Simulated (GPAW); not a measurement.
# Screening of a field by Cl/Ru(0001), part 2 of 2

How does Cl/Ru(0001) screen a perpendicular field?

GPAW 26.7.0; GPAW, PAW setups; slab in vacuum, relaxation (the session's first sound run).

So far, dipole along the normal (e·Å): step 2 (relaxing the atoms) 0.00625; step 3 (the slab's potential) 0.00645; step 4 (field on) -0.0718; step 5 (In a field) -0.0326.

**8. Field on**

Input file run.py:

```python
import json
import numpy as np
from ase import Atoms
from gpaw import GPAW, PW
from gpaw.external import ConstantElectricField

slab = Atoms(
    ['Ru', 'Ru', 'Ru', 'Ru', 'Cl'],
    positions=[
        [2.70000, 1.55885, 9.00000],
        [0.00000, 0.00000, 11.13840],
        [2.70000, 1.55885, 13.28193],
        [-0.00000, 0.00000, 15.39864],
        [2.70000, 1.55885, 17.43288]],
    cell=[[2.7, 0.0, 0.0], [1.35, 2.33827, 0.0], [0.0, 0.0, 26.50106]],
    pbc=[True, True, False])

slab.calc = GPAW(mode=PW(400), xc='PBE', kpts={'size': (13, 13, 1), 'gamma': True},
                 occupations={'name': 'fermi-dirac', 'width': 0.1}, nbands='160%',
                 convergence={'density': 1e-05}, maxiter=200,
                 poissonsolver={'dipolelayer': 'xy'},
                 external=ConstantElectricField(0.1, [0, 0, 1]),
                 symmetry={'tolerance': 1e-3}, txt='slab.txt')
result = {}
energy = slab.get_potential_energy()
fermi = slab.calc.get_fermi_level()
v = slab.calc.get_electrostatic_potential().mean((0, 1)) - fermi
n = slab.calc.get_pseudo_density().mean((0, 1))
L = slab.cell[2, 2]
z = np.arange(len(v)) * L / len(v)
low, high = slab.positions[:, 2].min(), slab.positions[:, 2].max()
below, above = np.interp([low - 6.8, high + 6.8], z, v)
slopes = [np.interp(x, z, np.gradient(v, z)) for x in (low - 6.8, high + 6.8)]
eps = np.array([[slab.calc.get_eigenvalues(k, s) for k in range(len(slab.calc.get_ibz_k_points()))]
                for s in range(slab.calc.get_number_of_spins())]) - fermi
top, bottom = eps[eps < 0].max(), eps[eps > 0].min()
dipole = slab.get_dipole_moment()[2]
print(f'energy {energy:.4f} eV, Fermi level {fermi:.4f} eV, dipole {dipole:.5f} e A')
print(f'potential 6.8 A off the faces, from the Fermi level: lower {below:.4f} eV, upper {above:.4f} eV')
print(f'slope of the potential there: lower {slopes[0]:.5f}, upper {slopes[1]:.5f} eV/A')
print(f'nearest levels on the mesh: {top:.4f} and {bottom:.4f} eV')
print('magnetic moment', round(slab.get_magnetic_moment(), 3))
result.update(energy=energy, fermi=fermi, dipole=dipole, below=below, above=above, slopes=slopes, edges=[top, bottom],
              z=z.tolist(), v=v.tolist(), n=n.tolist(), positions=slab.positions.tolist(),
              forces=slab.get_forces(apply_constraint=False).tolist(), moments=slab.get_magnetic_moments().tolist())
json.dump(result, open('result.json', 'w'))
```

Command:

```console
OMP_NUM_THREADS=1 OPENBLAS_NUM_THREADS=1 python run.py
```

Output:

```text
energy -37.3073 eV, Fermi level 2.2604 eV, dipole 0.04582 e A
potential 6.8 A off the faces, from the Fermi level: lower 5.6181 eV, upper 4.3052 eV
slope of the potential there: lower -0.00025, upper 0.00002 eV/A
nearest levels on the mesh: -0.0083 and 0.0137 eV
magnetic moment 0.0
```

The job ended after 11 min (1 thread of Arm Neoverse V1, shared host; peak memory 0.51 GiB).

The dipole is now 0.0458 e Å, against 0.0064 in the run without a field.

**9. In a field**

run.py, as its differences from that of step 8:

```diff
@@ -21,3 +21,3 @@
                  poissonsolver={'dipolelayer': 'xy'},
-                 external=ConstantElectricField(0.1, [0, 0, 1]),
+                 external=ConstantElectricField(0.2, [0, 0, 1]),
                  symmetry={'tolerance': 1e-3}, txt='slab.txt')
```

Output:

```text
energy -37.3138 eV, Fermi level 2.2340 eV, dipole 0.08515 e A
potential 6.8 A off the faces, from the Fermi level: lower 6.2273 eV, upper 3.7871 eV
slope of the potential there: lower -0.00026, upper -0.00000 eV/A
nearest levels on the mesh: -0.0094 and 0.0164 eV
magnetic moment 0.0
```

Elapsed: 9.9 min, on 1 thread; peak memory 0.51 GiB.

The dipole is now 0.0852 e Å, against 0.0064 in the run without a field.

**10. In a field**

run.py, as its differences from that of step 9:

```diff
@@ -21,3 +21,3 @@
                  poissonsolver={'dipolelayer': 'xy'},
-                 external=ConstantElectricField(0.2, [0, 0, 1]),
+                 external=ConstantElectricField(0.3, [0, 0, 1]),
                  symmetry={'tolerance': 1e-3}, txt='slab.txt')
```

Output:

```text
energy -37.3243 eV, Fermi level 2.2067 eV, dipole 0.12454 e A
potential 6.8 A off the faces, from the Fermi level: lower 6.8392 eV, upper 3.2700 eV
slope of the potential there: lower -0.00028, upper 0.00003 eV/A
nearest levels on the mesh: -0.0104 and 0.0186 eV
magnetic moment 0.0
```

The job ended after 11 min (1 thread; peak memory 0.51 GiB).

The dipole is now 0.125 e Å, against 0.0064 in the run without a field.

**11. The series**

The members are put on one axis.

This step: induced dipole against applied field (GPAW 26.7.0).

The dipole along the normal by field:

| field (V/Å) | dipole along the normal (e·Å) |
| --- | --- |
| -0.200 | -0.0718 |
| -0.100 | -0.0326 |
| -0.050 | -0.0131 |
| 0.000 | 0.00645 |
| 0.050 | 0.0262 |
| 0.100 | 0.0458 |
| 0.200 | 0.0852 |
| 0.300 | 0.125 |

**12. A changed run**

One more run, with changed settings.

This step: GPAW, PAW setups; slab in vacuum (GPAW 26.7.0).

run.py, as its differences from that of step 10:

```diff
@@ -4,3 +4,2 @@
 from gpaw import GPAW, PW
-from gpaw.external import ConstantElectricField
 
@@ -18,6 +17,5 @@
 slab.calc = GPAW(mode=PW(400), xc='PBE', kpts={'size': (13, 13, 1), 'gamma': True},
-                 occupations={'name': 'fermi-dirac', 'width': 0.1}, nbands='160%',
-                 convergence={'density': 1e-05}, maxiter=200,
+                 occupations={'name': 'fermi-dirac', 'width': 2.0}, nbands='160%',
+                 convergence={'density': 1e-05}, maxiter=100,
                  poissonsolver={'dipolelayer': 'xy'},
-                 external=ConstantElectricField(0.3, [0, 0, 1]),
                  symmetry={'tolerance': 1e-3}, txt='slab.txt')
```

Output:

```text
energy -41.3199 eV, Fermi level 1.0155 eV, dipole -0.00098 e A
potential 6.8 A off the faces, from the Fermi level: lower 8.4721 eV, upper 8.4866 eV
slope of the potential there: lower -0.18874, upper 0.19180 eV/A
nearest levels on the mesh: -0.0211 and 0.0079 eV
magnetic moment 0.0
```

Wall time 2.7 min (1 thread); peak memory 0.24 GiB.

The run finished. A setting was moved off its sound value on purpose, so it serves as a test and not as the result.

The fault put into the input: a smearing of electronvolts (width = 2.0).

**13. Outcome**

```
work function, upper and lower face            : 4.824 and 5.011 eV
dipole along the normal                        : 0.00645 e Å
induced dipole per field                       : 0.393 e Å per V/Å
out-of-plane polarisability per area, α/(ε0 A) : 11.3 Å
```

In words: The field induces 0.393 e Å per V/Å, a polarisable thickness α/(ε0 A) of 11.3 Å beside 8.43 Å between the outermost nuclei. A perfect conductor would give the distance between its two image planes; a dielectric of thickness t gives t(1 - 1/ε). The two faces differ by 0.19 eV, the step that the slab's dipole makes (e p/(ε0 A) gives 0.18 eV), so the dipole layer is needed. The induced dipole is linear in the field over this range. The cell of 6.31 Å² holds one Cl, started on one chosen site; other sites and coverages weren't tried. The in-plane lattice was kept as typed, which isn't the functional's own and leaves some strain; spin-orbit coupling and temperature are left out.

[Logs are printed without paths, hosts, clocks, repeated set-up lines and the standing remarks that a program may print on its own settings, such as how far it seeks lower states.]

[Hosts, paths, dates, database ids (printed as entryN), source tags and the programs' standing remarks are cut or masked in the printed files.]
